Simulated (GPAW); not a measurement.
# Quasiparticle gap of SnO (Romarchite) in GPAW

Aim: the G0W0 gap of SnO (Romarchite) on LDA, step by step.

Method: LDA and many-body steps on it, plane waves, in GPAW 26.7.0.

Report form: the programs' logs are mostly left out.

**1. Starting point**

The structure is tetragonal, space group P4/nmm (No. 129). The conventional cell has a = 3.799 Å, b = 3.799 Å, c = 4.841 Å, α = 90.00°, β = 90.00°, γ = 90.00°. Nearest to Sn lie 4 O at 2.22 Å. Nearest to O lie 4 Sn at 2.22 Å. Farther neighbours and most contacts between anions are not listed.

The cell and positions come from the Crystallography Open Database and are kept as given unless a step says otherwise.

**2. Ground state**

This step: GPAW 26.7.0; DFT, LDA, plane waves, PAW.

The ground-state density comes first.

Input file run.py:

```python
import json
import numpy as np
from gpaw.mpi import world
from ase import Atoms
from gpaw import GPAW, PW, FermiDirac

atoms = Atoms(['Sn', 'Sn', 'O', 'O'],
    cell=[[3.7986000000, 0.0000000000, 0.0000000000],
      [0.0000000000, 3.7986000000, 0.0000000000],
      [0.0000000000, 0.0000000000, 4.8408000000]],
    scaled_positions=[[0.5000000000, 0.0000000000, 0.2369000000],
      [0.0000000000, 0.5000000000, 0.7631000000],
      [0.0000000000, 0.0000000000, 0.0000000000],
      [0.5000000000, 0.5000000000, 0.0000000000]],
    pbc=(True, True, True))
calc = GPAW(mode=PW(600),
    xc='LDA',
    kpts={'size': (6, 6, 6), 'gamma': True},
    occupations=FermiDirac(0.001),
    nbands=-8,
    convergence={'density': 1e-6, 'bands': -3},
    maxiter=100,
    txt='gs.txt')
atoms.calc = calc
res = {'energy': atoms.get_potential_energy()}
kpts = calc.get_ibz_k_points()
res['kpts'] = kpts
res['eigenvalues'] = [calc.get_eigenvalues(kpt=k) for k in range(len(kpts))]
res['n_electrons'] = calc.get_number_of_electrons()
calc.write('gs.gpw')

if world.rank == 0:
    with open('result.json', 'w') as f:
        json.dump(res, f, default=lambda x: x.tolist())
```

Started as:

```bash
$ mpirun -n 4 gpaw python run.py
```

Wall time 18 s (4 MPI ranks of Intel Xeon Platinum 8488C (Sapphire Rapids), shared host); peak memory 0.77 GiB; 71 s of CPU time.

Numbers from this step:

```yaml
total_energy: -26.54 eV
gap: 0.1472 eV
k_of_the_valence_top: 0, 0, 0
k_of_the_conduction_bottom: 0.5, 0.5, 0
least_direct_gap: 1.965 eV
```

The gap is indirect, with the least direct gap 1.82 eV higher.

**3. Bands along the symmetry lines**

The cheap functional maps the bands first; the places of the edges decide which points the dearer methods must see.

Input file run.py:

```python
import json
import numpy as np
from gpaw.mpi import world
from gpaw import GPAW

path = [[0.000000, 0.000000, 0.000000],
    [0.000000, 0.062500, 0.000000],
    [0.000000, 0.125000, 0.000000],
    [0.000000, 0.187500, 0.000000],
    [0.000000, 0.250000, 0.000000],
    [0.000000, 0.312500, 0.000000],
    [0.000000, 0.375000, 0.000000],
    [0.000000, 0.437500, 0.000000],
    [0.000000, 0.500000, 0.000000],
    [0.062500, 0.500000, 0.000000],
    [0.125000, 0.500000, 0.000000],
    [0.187500, 0.500000, 0.000000],
    [0.250000, 0.500000, 0.000000],
    [0.312500, 0.500000, 0.000000],
    [0.375000, 0.500000, 0.000000],
    [0.437500, 0.500000, 0.000000],
    [0.500000, 0.500000, 0.000000],
    [0.437500, 0.437500, 0.000000],
    [0.375000, 0.375000, 0.000000],
    [0.312500, 0.312500, 0.000000],
    [0.250000, 0.250000, 0.000000],
    [0.187500, 0.187500, 0.000000],
    [0.125000, 0.125000, 0.000000],
    [0.062500, 0.062500, 0.000000],
    [0.000000, 0.000000, 0.000000],
    [0.000000, 0.000000, 0.062500],
    [0.000000, 0.000000, 0.125000],
    [0.000000, 0.000000, 0.187500],
    [0.000000, 0.000000, 0.250000],
    [0.000000, 0.000000, 0.312500],
    [0.000000, 0.000000, 0.375000],
    [0.000000, 0.000000, 0.437500],
    [0.000000, 0.000000, 0.500000],
    [0.000000, 0.062500, 0.500000],
    [0.000000, 0.125000, 0.500000],
    [0.000000, 0.187500, 0.500000],
    [0.000000, 0.250000, 0.500000],
    [0.000000, 0.312500, 0.500000],
    [0.000000, 0.375000, 0.500000],
    [0.000000, 0.437500, 0.500000],
    [0.000000, 0.500000, 0.500000],
    [0.062500, 0.500000, 0.500000],
    [0.125000, 0.500000, 0.500000],
    [0.187500, 0.500000, 0.500000],
    [0.250000, 0.500000, 0.500000],
    [0.312500, 0.500000, 0.500000],
    [0.375000, 0.500000, 0.500000],
    [0.437500, 0.500000, 0.500000],
    [0.500000, 0.500000, 0.500000],
    [0.437500, 0.437500, 0.500000],
    [0.375000, 0.375000, 0.500000],
    [0.312500, 0.312500, 0.500000],
    [0.250000, 0.250000, 0.500000],
    [0.187500, 0.187500, 0.500000],
    [0.125000, 0.125000, 0.500000],
    [0.062500, 0.062500, 0.500000],
    [0.000000, 0.000000, 0.500000],
    [0.000000, 0.500000, 0.000000],
    [0.000000, 0.500000, 0.062500],
    [0.000000, 0.500000, 0.125000],
    [0.000000, 0.500000, 0.187500],
    [0.000000, 0.500000, 0.250000],
    [0.000000, 0.500000, 0.312500],
    [0.000000, 0.500000, 0.375000],
    [0.000000, 0.500000, 0.437500],
    [0.000000, 0.500000, 0.500000],
    [0.500000, 0.500000, 0.000000],
    [0.500000, 0.500000, 0.062500],
    [0.500000, 0.500000, 0.125000],
    [0.500000, 0.500000, 0.187500],
    [0.500000, 0.500000, 0.250000],
    [0.500000, 0.500000, 0.312500],
    [0.500000, 0.500000, 0.375000],
    [0.500000, 0.500000, 0.437500],
    [0.500000, 0.500000, 0.500000]]
calc = GPAW('gs.gpw').fixed_density(kpts=path,
    symmetry='off',
    nbands=30,
    convergence={'bands': 26},
    txt='bands.txt')
res = {}
kpts = calc.get_ibz_k_points()
res['kpts'] = kpts
res['eigenvalues'] = [calc.get_eigenvalues(kpt=k) for k in range(len(kpts))]
res['n_electrons'] = calc.get_number_of_electrons()

if world.rank == 0:
    with open('result.json', 'w') as f:
        json.dump(res, f, default=lambda x: x.tolist())
```

Started as:

```bash
$ mpirun -n 4 gpaw python run.py
```

Run time: 21 s. Hardware: 4 MPI ranks; peak memory 0.89 GiB; 82 s of CPU time.

This step gave:

```yaml
gap: 0.1283 eV
k_of_the_valence_top: 0.0625, 0.0625, 0
k_of_the_conduction_bottom: 0.5, 0.5, 0
least_direct_gap: 1.973 eV
```

The gap is 0.128 eV, −0.019 eV from the run before at this level.

The electronic bands at the labelled points (eV, zero at the top of the highest filled band):

```csv
point,band 17,band 18,band 19,band 20,band 21,band 22,band 23,band 24
Γ,-3.48,-3.20,-3.20,-0.02,2.06,4.20,4.74,4.74
halfway,-4.15,-3.74,-3.58,-0.44,2.79,3.41,4.71,5.11
X,-4.90,-4.90,-2.67,-2.67,3.15,3.15,5.90,5.90
halfway,-3.54,-3.54,-2.37,-2.37,1.89,1.89,4.82,4.82
M,-2.52,-2.52,-1.86,-1.86,0.13,0.13,4.42,4.42
halfway,-4.48,-4.10,-2.80,-0.65,1.97,3.09,4.13,4.58
Γ,-3.48,-3.20,-3.20,-0.02,2.06,4.20,4.74,4.74
halfway,-3.51,-3.21,-3.21,-0.61,1.54,3.54,3.54,4.19
Z,-3.22,-3.22,-3.12,-2.18,1.51,2.95,2.95,3.68
halfway,-4.08,-3.74,-2.02,-1.56,1.37,2.76,3.61,5.84
R,-4.87,-4.87,-1.71,-1.71,2.57,2.57,5.42,5.42
halfway,-3.35,-3.35,-2.08,-2.08,2.80,2.80,3.71,3.71
A,-2.66,-2.66,-2.52,-2.52,2.41,2.41,3.99,3.99
halfway,-4.61,-2.80,-2.01,-1.90,1.62,2.71,3.61,5.52
Z,-3.22,-3.22,-3.12,-2.18,1.51,2.95,2.95,3.68
jump to X,-4.90,-4.90,-2.67,-2.67,3.15,3.15,5.90,5.90
halfway,-4.88,-4.88,-2.16,-2.16,2.85,2.85,5.65,5.65
R,-4.87,-4.87,-1.71,-1.71,2.57,2.57,5.42,5.42
jump to M,-2.52,-2.52,-1.86,-1.86,0.13,0.13,4.42,4.42
halfway,-2.52,-2.52,-2.29,-2.29,0.98,0.98,5.07,5.07
A,-2.66,-2.66,-2.52,-2.52,2.41,2.41,3.99,3.99
```

**4. Empty states on the mesh, 4×4×4 mesh, 231 bands**

The sums over transitions need many empty states on a uniform mesh; this step solves for them.

Input file run.py:

```python
import json
import numpy as np
from gpaw.mpi import world
from gpaw import GPAW

calc = GPAW('gs.gpw').fixed_density(kpts={'size': (4, 4, 4), 'gamma': True},
    parallel={'domain': 1, 'band': 1},
    txt='nscf.txt')
calc.diagonalize_full_hamiltonian(nbands=231)
calc.write('full.gpw', mode='all')
res = {}
kpts = calc.get_ibz_k_points()
res['kpts'] = kpts
res['eigenvalues'] = [calc.get_eigenvalues(kpt=k) for k in range(len(kpts))]
res['n_electrons'] = calc.get_number_of_electrons()

if world.rank == 0:
    with open('result.json', 'w') as f:
        json.dump(res, f, default=lambda x: x.tolist())
```

Started as:

```bash
$ mpirun -n 4 gpaw python run.py
```

Run time: 46 s. Hardware: 4 MPI ranks; peak memory 2.5 GiB.

This step gave:

- gap: 0.1472 eV
- k of the valence top: 0, 0, 0
- k of the conduction bottom: 0.5, 0.5, 0
- least direct gap: 1.990 eV
- k points computed: 18
- lowest point of the top converged band, above the valence top: 108.8409 eV

On this mesh the gap is 0.147 eV.

**5. Screening and self-energy, 4×4×4 mesh, 221 bands, screening to 125 eV**

G0W0 replaces the xc potential by the self-energy, built once from these orbitals. Only a window of levels is corrected, while the sums run over the empty bands that the input names.

This step: G0W0 on LDA, plane waves, PAW.

Input file run.py:

```python
import json
import numpy as np
from gpaw.mpi import world
from gpaw.response.g0w0 import G0W0

gw = G0W0('full.gpw',
    filename='gw',
    kpts=[0, 15],
    bands=(18, 22),
    ecut=125,
    nbands=221,
    integrate_gamma='WS',
    ppa=True)
gw.calculate()
res = {mode: {k: v for k, v in r.items() if k != 'sigma_eskwn'}
       for mode, r in gw.all_results.items()}

if world.rank == 0:
    with open('result.json', 'w') as f:
        json.dump(res, f, default=lambda x: x.tolist())
```

Started as:

```bash
$ mpirun -n 4 gpaw python run.py
```

Wall time 3.2 min (4 MPI ranks); peak memory 1.6 GiB.

Numbers from this step:

- G0W0 gap on the points computed: 0.2255 eV
- least direct G0W0 gap on the computed points: 2.609 eV
- Z at the valence top: 0.7869
- Z at the conduction bottom: 0.8157
- starting gap on the mesh: 0.1472 eV
- k of the valence top: 0, 0, 0
- k of the conduction bottom: 0.5, 0.5, 0

The gap on the mesh goes from 0.15 eV to 0.23 eV, a correction of +0.08 eV.

Limits: finite bands, cutoff and mesh; no spin-orbit coupling; coarse k mesh. v1 is the top filled band, c1 the lowest empty one. Levels before and after the correction, in eV, zero at the valence-band top of each column:

```csv
,conduction bottom,valence top
Kohn-Sham,0.15,0.00
G0W0,0.23,0.00
```

```csv
,level,energy (eV)
Kohn-Sham,Γ v2,-3.182
Kohn-Sham,Γ v1,0.000
Kohn-Sham,Γ c1,2.079
Kohn-Sham,Γ c2,4.217
Kohn-Sham,(0.5 0.5 0) v2-v1,-1.843
Kohn-Sham,(0.5 0.5 0) c1-c2,0.147
G0W0,Γ v2,-3.539
G0W0,Γ v1,0.000
G0W0,Γ c1,2.630
G0W0,Γ c2,4.646
G0W0,(0.5 0.5 0) v2-v1,-2.384
G0W0,(0.5 0.5 0) c1-c2,0.226
```

**6. Where the time went**

Times are wall times on 4 MPI ranks of Intel Xeon Platinum 8488C (Sapphire Rapids), shared host, good to a factor of about two.

```csv
step,time,share,memory (GiB)
ground state,18 s,7 %,0.77
bands along the symmetry lines,21 s,8 %,0.89
empty states on the mesh,46 s,17 %,2.5
screening and self-energy,3.2 min,69 %,1.6
```

**7. What came out**

* LDA gap: 0.13 eV, indirect
* G0W0 gap on the mesh: 0.23 eV
* GW settings: 4×4×4 mesh, 221 bands, screening to 125 eV, Godby-Needs plasmon pole
* known limits: not at the basis limit; no spin-orbit coupling; coarse k mesh

In words: G0W0 moves the gap on the mesh from 0.15 eV to 0.23 eV (+0.08 eV), with Z of 0.79 and 0.82 at the edges. Only 2 of the mesh's irreducible points were corrected, so a valley elsewhere could overtake. The dearest step here is «screening and self-energy». Bands and cutoff are finite, so the gap is not at the basis limit. The miss can reach some tenths of an eV and take either sign; the mesh is an error of its own. These stock PAW sets were not made for GW. In the G0W0 run levels were corrected at 2 k points alone, so a gap called «on the mesh» is the least over those, and an edge elsewhere would be missed. The 4×4×4 mesh is coarse for this cell, which bears on the long-range parts of exchange and screening. The many-body steps are scalar-relativistic: spin-orbit coupling is not in them.

[Paths, hosts, dates, memory and timing lines, banners, echoed tables and standing remarks are left out of the program output.]

[Logs are printed without paths, hosts, clocks, repeated set-up lines and the standing remarks that a program may print on its own settings, such as how far it seeks lower states.]

[Runs of the session that timed out or met a known fault of the program may be left out.]

[Hosts, paths, dates, database ids (printed as entryN), source tags and the programs' standing remarks are cut or masked in the printed files.]
